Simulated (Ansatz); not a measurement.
**H on Nb(110): change of the work function**

Aim: the work function of Nb(110) at several coverages of H (hollow site), and the dipole that each adsorbate carries.

Method: plane-wave DFT, PBE, Ansatz PAW, in Ansatz 0.2.0.

## Step 1: The structure

The cell holds 4 atoms: 4 Nb. Its edges and angles: a = 2.858 Å, b = 2.858 Å, c = 25.000 Å, α = 90.0°, β = 90.0°, γ = 70.5°. Vacuum lies along c.

## Step 2: The clean slab

The bare slab comes first, as the zero from which every change is counted. The two lowest layers are held at bulk places and the upper ones relax. The dipole correction removes the false field that a one-sided slab makes across the periodic vacuum, so each face gets a flat vacuum level of its own.

The input, input.yaml:

```yaml
crystal:
  lattice:
    - [2.3334523779, -1.65, 0.0]
    - [2.3334523779, 1.65, 0.0]
    - [0.0, 0.0, 25.0003571337]
  atoms:
    - { symbol: Nb, position: [0.0, 0.0, 0.3599948573] }
    - { symbol: Nb, position: [0.5, 0.5, 0.4533316191] }
    - { symbol: Nb, position: [0.0, 0.0, 0.5466683809] }
    - { symbol: Nb, position: [0.5, 0.5, 0.6400051427] }
kpoints:
  mp_grid: { grid: [12, 12, 1] }
hamiltonian:
  xc: pbe
scf:
  occupations: { method: fermi_dirac, width: 0.1 }
  convergence: { dr2_threshold: 1.0e-08 }
efield:
  axis: 3
  dipole_correction: true
  ramp_position: 0.97
  ramp_width: 0.06
relax:
  f_tol: 0.02
  max_steps: 60
  constraints: [{ sites: [0, 1] }]
output:
  write_potential: true
  write_density: true
  volumetric_format: npy
```

On the command line:

```
$ ansatz run input.yaml --threads 4 --pin off --max-ram 16384MiB --backend cpu --events-out ev --progress --plain --runs-dir out
```

What it wrote:

```text
Engine: ansatz 0.2.0, aarch64-unknown-linux-gnu
Pseudopotentials: kind: paw
Pseudopotential: Nb, paw, valence charge 13, recommended cutoff 420 eV (normal), Nb.paw.azcp
Functional definition: PBE
  parameter kappa = 0.804
  parameter beta = 0.066725
  exchange = pbe_x(kappa = kappa, mu = beta*pi^2/3)
  correlation = pbe_c(beta = beta)
Crystal: 4 atoms, lattice volume = 192.513 Å³
Basis set: ecut = 420 eV, 3769 PW (Γ), exchange–correlation on 40×40×360 points (8 copies of the dense FFT grid, shifted against one another)
Bands: 32, of which v1, the nominal top of the filled ones, is band 26 counted from 1 (25 counted from 0)
Symmetry: 4 space group operations
k-points: 43 of 144
Non-local potential: Nb, projectors of the file, l = 0: 3, l = 1: 2, l = 2: 2, l = 3: 1
PAW form: soft (Blöchl's): semilocal exchange-correlation on the pseudo side does not see the compensation charge
PAW one-centre angular grid: Nb, 590 points (default); XC on 64 Gauss nodes
Initial density: superposition of atomic densities (neutral atoms: chi_scale 0, normalization atom), corrected by the library's trained network
Initial wavefunctions: pseudopotential atomic-orbital guess
Functional: x = pbe(κ = 0.804, μ = 0.219515), c = pbe(β = 0.066725)
SCF iter   1: F=—  HF=-18207.315250 eV  |F-HF|=—  |Δ(HF+E_count)|=         —  Δρ=9.75e-3  dr2=3.31e0  ethr=1.77e-3  p=0.000 e·Å  D=2.85e-14 V/Å  ΔV_dip=-0.00 eV  dr2_dipole=3.46e-7  V_vac-E_F(+/−)=4.87/4.87 eV  ⟨swp⟩=7.8  Hψ=6620  notcnv=0
efield: sawtooth ramp at fractional position 0.9700 (set: `efield.ramp_position`, or a place that a band, a saddle search or an elastic batch's reference lends), width 0.0600; the density the first Hamiltonian is built on has a dipole p = 0.000 e·Å; the dipole correction subtracts the counter field D = 2.85e-14 V/Å, which shifts the + side's vacuum level by -0.00 eV against the − side's; the planar-averaged density in the ramp window peaks in size at 3.8e-6 e/Å³
preconditioner: auto → LDOS  [metal: Δε(μ)=0.022 eV  Ē_g=3.353 eV  σ=0.100 eV  W_gap=0.06  n_scr=16 (ndim 8)  ℏωp=12.0 eV  f_vac=0.550  D(μ)=4.82/eV (n_scr^D=16)  β→1.0]
SCF iter   2: F=—  HF=-18207.212039 eV  |F-HF|=—  |Δ(HF+E_count)|=   1.03e-1  Δρ=3.07e-3  dr2=1.93e-1  ethr=1.77e-3  p=-0.000 e·Å  D=-8.90e-6 V/Å  ΔV_dip=0.00 eV  dr2_dipole=7.29e-7  V_vac-E_F(+/−)=4.49/4.49 eV  ⟨swp⟩=2.1  Hψ=1844  notcnv=0
SCF iter   3: F=—  HF=-18207.208754 eV  |F-HF|=—  |Δ(HF+E_count)|=   3.28e-3  Δρ=5.93e-4  dr2=5.77e-3  ethr=3.70e-4  p=-0.000 e·Å  D=-3.40e-6 V/Å  ΔV_dip=0.00 eV  dr2_dipole=4.10e-8  V_vac-E_F(+/−)=4.55/4.55 eV  ⟨swp⟩=1.2  Hψ=1387  notcnv=0
SCF iter   4: F=—  HF=-18207.208629 eV  |F-HF|=—  |Δ(HF+E_count)|=   1.26e-4  Δρ=1.54e-4  dr2=7.62e-5  ethr=1.11e-5  p=0.000 e·Å  D=1.34e-7 V/Å  ΔV_dip=-0.00 eV  dr2_dipole=3.51e-10  V_vac-E_F(+/−)=4.53/4.53 eV  ⟨swp⟩=2.0  Hψ=1725  notcnv=0
SCF iter   5: F=—  HF=-18207.208643 eV  |F-HF|=—  |Δ(HF+E_count)|=   1.47e-5  Δρ=3.90e-5  dr2=6.01e-6  ethr=1.46e-7  p=0.000 e·Å  D=1.81e-7 V/Å  ΔV_dip=-0.00 eV  dr2_dipole=6.51e-11  V_vac-E_F(+/−)=4.53/4.53 eV  ⟨swp⟩=2.6  Hψ=2386  notcnv=0
SCF iter   6: F=—  HF=-18207.208496 eV  |F-HF|=—  |Δ(HF+E_count)|=   1.47e-4  Δρ=1.47e-5  dr2=2.08e-6  ethr=1.16e-8  p=-0.000 e·Å  D=-1.62e-7 V/Å  ΔV_dip=0.00 eV  dr2_dipole=6.95e-12  V_vac-E_F(+/−)=4.53/4.53 eV  ⟨swp⟩=3.0  Hψ=2770  notcnv=0
SCF iter   7: F=—  HF=-18207.208496 eV  |F-HF|=—  |Δ(HF+E_count)|=   1.30e-7  Δρ=4.32e-6  dr2=5.36e-8  ethr=4.00e-9  p=-0.000 e·Å  D=-7.89e-8 V/Å  ΔV_dip=0.00 eV  dr2_dipole=7.06e-14  V_vac-E_F(+/−)=4.53/4.53 eV  ⟨swp⟩=2.1  Hψ=1842  notcnv=0
SCF iter   8: F=-18207.208496 eV  HF=-18207.208496 eV  |F-HF|=1.09e-8  |Δ(HF+E_count)|=   6.18e-8  Δρ=1.14e-6  dr2=3.94e-9  ethr=1.92e-11  p=-0.000 e·Å  D=-4.82e-8 V/Å  ΔV_dip=0.00 eV  dr2_dipole=6.75e-14  V_vac-E_F(+/−)=4.53/4.53 eV  ⟨swp⟩=10.7  Hψ=10041  notcnv=0
SCF 1 converged in 8 iterations: F = -18207.208496 eV  dr2 = 3.94e-9
  greatest PAW one-centre occupation: 0.998 electrons in one spin orbital (limit 2), on the Nb atom at site 1 (counted from 0), in its partial waves of l = 0
relax step   1: F+E_penalty+E_count = -18207.20849629 eV  Δ(F+E_penalty+E_count) = +0.000e0 eV  max|allowed force component| = 3.894e-1 eV/Å  Δτ_max = 0.0000 Å  (8 SCF iters, accepted)
Initial density: handed on by an earlier stage of this run
Initial wavefunctions: those handed on with the density
iter 1 solved again at ethr=8.91e-4 eV; its pass at ethr=3.10e-3 eV (dr2=4.63e-1 eV) is discarded
SCF iter   1: F=—  HF=-18207.238086 eV  |F-HF|=—  |Δ(HF+E_count)|=         —  Δρ=7.19e-3  dr2=5.38e-1  ethr=8.91e-4  p=0.000 e·Å  D=2.41e-7 V/Å  ΔV_dip=-0.00 eV  dr2_dipole=3.75e-2  V_vac-E_F(+/−)=4.55/4.55 eV  ⟨swp⟩=1.5  Hψ=5041  notcnv=0
efield: sawtooth ramp at fractional position 0.9700 (set: `efield.ramp_position`, or a place that a band, a saddle search or an elastic batch's reference lends), width 0.0600; the density the first Hamiltonian is built on has a dipole p = 0.000 e·Å; the dipole correction subtracts the counter field D = 2.41e-7 V/Å, which shifts the + side's vacuum level by -0.00 eV against the − side's; the planar-averaged density in the ramp window peaks in size at 1.7e-6 e/Å³
eigensolver tolerance schedule calibrated: the retry pair's looser diagonalisation under-reported the residual by θ = 0.14 (0.26/decade); ethr = c·dr2/N_el runs at the constant in force after the calibration composes with the one it found (an armed cap, an earlier calibration), c = 1.5e-2
preconditioner: auto → LDOS  [metal: Δε(μ)=0.018 eV  Ē_g=3.370 eV  σ=0.100 eV  W_gap=0.04  n_scr=16 (ndim 8)  ℏωp=12.0 eV  f_vac=0.554  D(μ)=5.21/eV (n_scr^D=16)  β→1.0]
SCF iter   2: F=—  HF=-18207.209043 eV  |F-HF|=—  |Δ(HF+E_count)|=   2.90e-2  Δρ=3.22e-3  dr2=5.71e-2  ethr=1.58e-4  p=0.007 e·Å  D=6.44e-3 V/Å  ΔV_dip=-0.16 eV  dr2_dipole=5.95e-4  V_vac-E_F(+/−)=4.37/4.53 eV  ⟨swp⟩=3.3  Hψ=2989  notcnv=0
SCF iter   3: F=—  HF=-18207.204924 eV  |F-HF|=—  |Δ(HF+E_count)|=   4.12e-3  Δρ=1.43e-3  dr2=1.52e-2  ethr=1.68e-5  p=0.003 e·Å  D=2.81e-3 V/Å  ΔV_dip=-0.07 eV  dr2_dipole=7.68e-6  V_vac-E_F(+/−)=4.46/4.54 eV  ⟨swp⟩=3.1  Hψ=2994  notcnv=0
SCF iter   4: F=—  HF=-18207.202553 eV  |F-HF|=—  |Δ(HF+E_count)|=   2.37e-3  Δρ=3.42e-4  dr2=7.98e-4  ethr=4.45e-6  p=0.004 e·Å  D=3.39e-3 V/Å  ΔV_dip=-0.08 eV  dr2_dipole=2.67e-7  V_vac-E_F(+/−)=4.44/4.53 eV  ⟨swp⟩=2.6  Hψ=2412  notcnv=0
SCF iter   5: F=—  HF=-18207.202529 eV  |F-HF|=—  |Δ(HF+E_count)|=   2.35e-5  Δρ=9.09e-5  dr2=2.93e-5  ethr=2.34e-7  p=0.004 e·Å  D=3.58e-3 V/Å  ΔV_dip=-0.09 eV  dr2_dipole=4.90e-7  V_vac-E_F(+/−)=4.44/4.53 eV  ⟨swp⟩=3.2  Hψ=2733  notcnv=0
SCF iter   6: F=—  HF=-18207.202389 eV  |F-HF|=—  |Δ(HF+E_count)|=   1.40e-4  Δρ=2.49e-5  dr2=4.44e-6  ethr=8.60e-9  p=0.004 e·Å  D=3.50e-3 V/Å  ΔV_dip=-0.09 eV  dr2_dipole=1.74e-6  V_vac-E_F(+/−)=4.44/4.53 eV  ⟨swp⟩=3.0  Hψ=2702  notcnv=0
SCF iter   7: F=—  HF=-18207.202390 eV  |F-HF|=—  |Δ(HF+E_count)|=   4.75e-7  Δρ=7.49e-6  dr2=1.67e-7  ethr=1.30e-9  p=0.004 e·Å  D=3.50e-3 V/Å  ΔV_dip=-0.09 eV  dr2_dipole=3.59e-9  V_vac-E_F(+/−)=4.44/4.53 eV  ⟨swp⟩=2.7  Hψ=2651  notcnv=0
SCF iter   8: F=-18207.202390 eV  HF=-18207.202390 eV  |F-HF|=1.21e-8  |Δ(HF+E_count)|=   1.49e-7  Δρ=1.97e-6  dr2=9.33e-9  ethr=2.94e-12  p=0.004 e·Å  D=3.48e-3 V/Å  ΔV_dip=-0.09 eV  dr2_dipole=2.89e-9  V_vac-E_F(+/−)=4.44/4.53 eV  ⟨swp⟩=8.0  Hψ=10634  notcnv=0
SCF 2 converged in 8 iterations: F = -18207.202390 eV  dr2 = 9.33e-9
  greatest PAW one-centre occupation: 0.998 electrons in one spin orbital (limit 2), on the Nb atom at site 2 (counted from 0), in its partial waves of l = 0
relax step   2: F+E_penalty+E_count = -18207.20238996 eV  Δ(F+E_penalty+E_count) = +6.106e-3 eV  max|allowed force component| = 5.460e-1 eV/Å  Δτ_max = 0.1121 Å  (8 SCF iters, rejected (line search))
SCF iter   1: F=—  HF=-18207.232312 eV  |F-HF|=—  |Δ(HF+E_count)|=         —  Δρ=3.81e-3  dr2=1.71e-1  ethr=2.81e-3  p=0.004 e·Å  D=3.48e-3 V/Å  ΔV_dip=-0.09 eV  dr2_dipole=1.74e-2  V_vac-E_F(+/−)=4.43/4.51 eV  ⟨swp⟩=3.3  Hψ=2664  notcnv=0
efield: sawtooth ramp at fractional position 0.9700 (set: `efield.ramp_position`, or a place that a band, a saddle search or an elastic batch's reference lends), width 0.0600; the density the first Hamiltonian is built on has a dipole p = 0.004 e·Å; the dipole correction subtracts the counter field D = 3.48e-3 V/Å, which shifts the + side's vacuum level by -0.09 eV against the − side's; the planar-averaged density in the ramp window peaks in size at 6.3e-7 e/Å³
preconditioner: auto → LDOS  [metal: Δε(μ)=0.008 eV  Ē_g=3.319 eV  σ=0.100 eV  W_gap=0.02  n_scr=16 (ndim 8)  ℏωp=12.0 eV  f_vac=0.550  D(μ)=5.23/eV (n_scr^D=16)  β→1.0]
SCF iter   2: F=—  HF=-18207.224856 eV  |F-HF|=—  |Δ(HF+E_count)|=   7.46e-3  Δρ=1.60e-3  dr2=1.23e-2  ethr=3.28e-4  p=0.001 e·Å  D=6.92e-4 V/Å  ΔV_dip=-0.02 eV  dr2_dipole=1.65e-4  V_vac-E_F(+/−)=4.51/4.53 eV  ⟨swp⟩=2.0  Hψ=2164  notcnv=0
SCF iter   3: F=—  HF=-18207.224244 eV  |F-HF|=—  |Δ(HF+E_count)|=   6.13e-4  Δρ=7.77e-4  dr2=4.90e-3  ethr=2.36e-5  p=0.002 e·Å  D=2.17e-3 V/Å  ΔV_dip=-0.05 eV  dr2_dipole=2.59e-4  V_vac-E_F(+/−)=4.47/4.53 eV  ⟨swp⟩=3.0  Hψ=2617  notcnv=0
SCF iter   4: F=—  HF=-18207.223479 eV  |F-HF|=—  |Δ(HF+E_count)|=   7.65e-4  Δρ=1.96e-4  dr2=2.48e-4  ethr=9.42e-6  p=0.002 e·Å  D=1.60e-3 V/Å  ΔV_dip=-0.04 eV  dr2_dipole=3.10e-5  V_vac-E_F(+/−)=4.49/4.53 eV  ⟨swp⟩=2.2  Hψ=1964  notcnv=0
SCF iter   5: F=—  HF=-18207.223472 eV  |F-HF|=—  |Δ(HF+E_count)|=   6.98e-6  Δρ=5.31e-5  dr2=1.59e-5  ethr=4.77e-7  p=0.001 e·Å  D=1.41e-3 V/Å  ΔV_dip=-0.04 eV  dr2_dipole=1.61e-7  V_vac-E_F(+/−)=4.49/4.53 eV  ⟨swp⟩=2.1  Hψ=1981  notcnv=0
SCF iter   6: F=—  HF=-18207.223476 eV  |F-HF|=—  |Δ(HF+E_count)|=   4.05e-6  Δρ=1.30e-5  dr2=6.58e-7  ethr=3.06e-8  p=0.002 e·Å  D=1.41e-3 V/Å  ΔV_dip=-0.04 eV  dr2_dipole=8.08e-8  V_vac-E_F(+/−)=4.49/4.53 eV  ⟨swp⟩=2.4  Hψ=2238  notcnv=0
SCF iter   7: F=—  HF=-18207.223328 eV  |F-HF|=—  |Δ(HF+E_count)|=   1.48e-4  Δρ=4.71e-6  dr2=9.91e-8  ethr=1.27e-9  p=0.001 e·Å  D=1.40e-3 V/Å  ΔV_dip=-0.04 eV  dr2_dipole=1.72e-8  V_vac-E_F(+/−)=4.49/4.53 eV  ⟨swp⟩=3.0  Hψ=2706  notcnv=0
SCF iter   8: F=-18207.223328 eV  HF=-18207.223328 eV  |F-HF|=7.40e-9  |Δ(HF+E_count)|=   5.84e-8  Δρ=1.53e-6  dr2=8.89e-9  ethr=1.92e-11  p=0.001 e·Å  D=1.41e-3 V/Å  ΔV_dip=-0.04 eV  dr2_dipole=7.79e-10  V_vac-E_F(+/−)=4.49/4.53 eV  ⟨swp⟩=8.6  Hψ=10247  notcnv=0
SCF 3 converged in 8 iterations: F = -18207.223328 eV  dr2 = 8.89e-9
relax step   3: F+E_penalty+E_count = -18207.22332794 eV  Δ(F+E_penalty+E_count) = -1.483e-2 eV  max|allowed force component| = 4.453e-3 eV/Å  Δτ_max = 0.0537 Å  (8 SCF iters, accepted)
NSCF: frozen V_eff on 43 k-points
the search or the solves at the SCF's close seem to have found levels that the self-consistency loop had missed (the run counts 1). By its estimate they hold under 1e-12 electrons; where the run keeps them, the occupations were computed again with them
WARN: The output density's exchange-correlation potential varies sharply where the density is thin. Do not read a vacuum level from v_tot or v_xc, or from such a field of the output density. On a cell that repeats whose density bears no net charge and no dipole along the vacuum's axis use v_es (v_loc + v_h of the components); under efield.dipole_correction with no amplitude use v_es + v_field, which holds any externa [...]
SCF converged after 8 iterations
Free energy (F): -18207.223328 eV
Harris-Foulkes:  -18207.223328 eV  (|F-HF|=7.40e-9)
Internal energy: -18207.049194 eV  (E = F + TS)
E sigma→0 (E₀):  -18207.136261 eV
Entropy (-TS):   -0.174134 eV (-43.533 meV/atom)
Fermi energy:    4.006922 eV
Dipole field:    D = 0.001448 V/Å  (p = 0.001540 e·Å, saw-weighted, corrected)
Work function:   Φ+ = 4.4924 eV   Φ− = 4.5286 eV
Levels:          The Fermi level and band energies are counted from a zero that moves with the ramp; work functions are not
--- Per-component energies (eV) ---
  E_band       = -991.310328
  E_kinetic    = 1574.965990
  E_local      = -56308.310229  (includes V_loc(G=0)·N_el)
  E_nonlocal   = 481.684187
  E_hartree    = 27269.689687
  E_xc         = -699.311284
  E_vxc        = -847.940007  (∫ρ·V_xc dr)
  E_paw        = -12294.007992  (= ΣΔE_a)
  E_vpaw       = -431.089472  (= ΣTr[D̂ρ^β])
  E_aug_tail   = 0.000027  (compensation charges beyond the density's cutoff)
  E_efield     = 0.000001  (sawtooth field / dipole correction)
  E_vefield    = 0.000464  (∫n·V_field dr)
  E_ewald      = 21768.240419
  E_smearing   = -0.174134  (= −TS)
  E_closure    = -0.000000  (closes the sum)
  Σ components = -18207.223328   (vs F -18207.223328, Δ=0.00e0)
--- Forces (eV/Å), atoms counted from 1 ---
  atom   1  Nb     0.00000000     0.00000000     0.34062080
  atom   2  Nb     0.00000000     0.00000000    -0.33312820
  atom   3  Nb     0.00000000     0.00000000    -0.00306116
  atom   4  Nb     0.00000000     0.00000000    -0.00445260
  max |Σ_I F_I| component: 2.12e-5 eV/Å
--- Band table (eV; the first three rows and the last of 43) ---
  k-point 0: bands = [... 22 lower, 3.4466, 3.5123, 3.6764, 4.0611, 4.1727, 4.6389, 4.6520, 5.6784, ... 2 higher]
  k-point 1: bands = [... 22 lower, 3.4048, 3.4548, 3.6401, 4.0028, 4.2565, 4.3791, 4.7400, 5.2644, ... 2 higher]
  k-point 2: bands = [... 22 lower, 3.1785, 3.3530, 3.5747, 3.7357, 3.8698, 4.4583, 4.7888, 5.0334, ... 2 higher]
  k-point 42: bands = [... 22 lower, 2.6735, 3.3174, 3.8761, 5.5518, 5.7661, 6.0386, 6.2753, 6.6835, ... 2 higher]
--- Relaxed structure (3 steps of the walk, 2 accepted, 0 SCFs on fresh bases) ---
  F+E_penalty+E_count = -18207.22332794 eV   max|allowed force component| = 4.453e-3 eV/Å
  atoms:
    - { symbol: Nb, position: [0.0, 0.0, 0.359995] }
    - { symbol: Nb, position: [0.5, 0.5, 0.4533316191] }
    - { symbol: Nb, position: [0.0, 0.0, 0.547835] }
    - { symbol: Nb, position: [0.5, 0.5, 0.637856] }
```

The job ended after 20 s (4 threads of Arm Neoverse V1, shared host; peak memory 0.56 GiB; 78 s of CPU time).

Relaxation path:

| step | energy less that of the first step (eV) | largest force component (eV/Å) |
| --- | --- | --- |
| 1 | 0.0000 | 0.3894 |
| 2 | 0.0061 | 0.5460 |
| 3 | -0.0148 | 0.0045 |

Relaxation step 2 was tried and not accepted.

The run keeps the 4 symmetry operations that the program found, so distortions that break them were not tested.

The atoms that moved most (Å):

| atom | dx | dy | dz | length |
| --- | --- | --- | --- | --- |
| Nb4 | 0.000 | 0.000 | -0.054 | 0.054 |
| Nb3 | 0.000 | 0.000 | 0.029 | 0.029 |

Final coordinates:

```cif
data_structure
_symmetry_space_group_name_H-M 'P 1'
_symmetry_Int_Tables_number 1
_cell_length_a 2.8579
_cell_length_b 2.8579
_cell_length_c 25.0004
_cell_angle_alpha 90.000
_cell_angle_beta 90.000
_cell_angle_gamma 70.529
_cell_volume 192.51
loop_
_atom_site_label
_atom_site_type_symbol
_atom_site_fract_x
_atom_site_fract_y
_atom_site_fract_z
_atom_site_occupancy
Nb1 Nb 0.00000 0.00000 0.35999 1
Nb2 Nb 0.50000 0.50000 0.45333 1
Nb3 Nb 0.00000 0.00000 0.54784 1
Nb4 Nb 0.50000 0.50000 0.63786 1
```

This step gave:

```yaml
energy_at_zero_smearing: -18207.1363 eV
work_function_upper_face: 4.492 eV
work_function_lower_face: 4.529 eV
dipole_along_the_normal: 0.001540 e·Å
step_between_the_vacuum_levels: -0.03620 eV
```

Running mean over 2.333 Å of the planar mean; the ramp of the sawtooth is left out. The electron's electrostatic potential energy less the Fermi level by z:

| z (Å) | electron's electrostatic potential energy less the Fermi level (eV) |
| --- | --- |
| 3.5 | 4.53 |
| 4.0 | 4.53 |
| 4.5 | 4.52 |
| 5.0 | 4.51 |
| 5.5 | 4.47 |
| 6.0 | 4.34 |
| 6.5 | 3.95 |
| 7.0 | 2.78 |
| 7.5 | -0.525 |
| 8.0 | -5.88 |
| 8.5 | -9.88 |
| 9.0 | -11.0 |
| 9.5 | -11.1 |
| 10.0 | -11.0 |
| 10.5 | -10.9 |
| 11.0 | -10.9 |
| 11.5 | -10.9 |
| 12.0 | -10.8 |
| 12.5 | -10.6 |
| 13.0 | -10.7 |
| 13.5 | -10.9 |
| 14.0 | -11.2 |
| 14.5 | -11.7 |
| 15.0 | -11.8 |
| 15.5 | -11.5 |
| 16.0 | -11.1 |
| 16.5 | -9.62 |
| 17.0 | -5.33 |
| 17.5 | -0.0576 |
| 18.0 | 2.95 |
| 18.5 | 3.98 |
| 19.0 | 4.33 |
| 19.5 | 4.44 |
| 20.0 | 4.48 |
| 20.5 | 4.49 |
| 21.0 | 4.49 |
| 21.5 | 4.49 |

The relaxation took 3 steps and lowered the energy by 0.015 eV; the largest force on the free atoms ends at 0.0045 eV/Å.

The work function of the upper face is 4.49 eV.

[end of part 1 of 4]

[Long decimals in the printed logs are rounded to 6 places.]

[Logs are printed without paths, hosts, clocks, repeated set-up lines and the standing remarks that a program may print on its own settings, such as how far it seeks lower states.]

[Hosts, paths, dates, database ids (printed as entryN), source tags and the programs' standing remarks are cut or masked in the printed files.]

[Maps of the electrostatic potential energy from Ansatz leave out the sawtooth potential of an applied field or a dipole correction, so their vacuum need not be flat; planar profiles and work functions include it.]
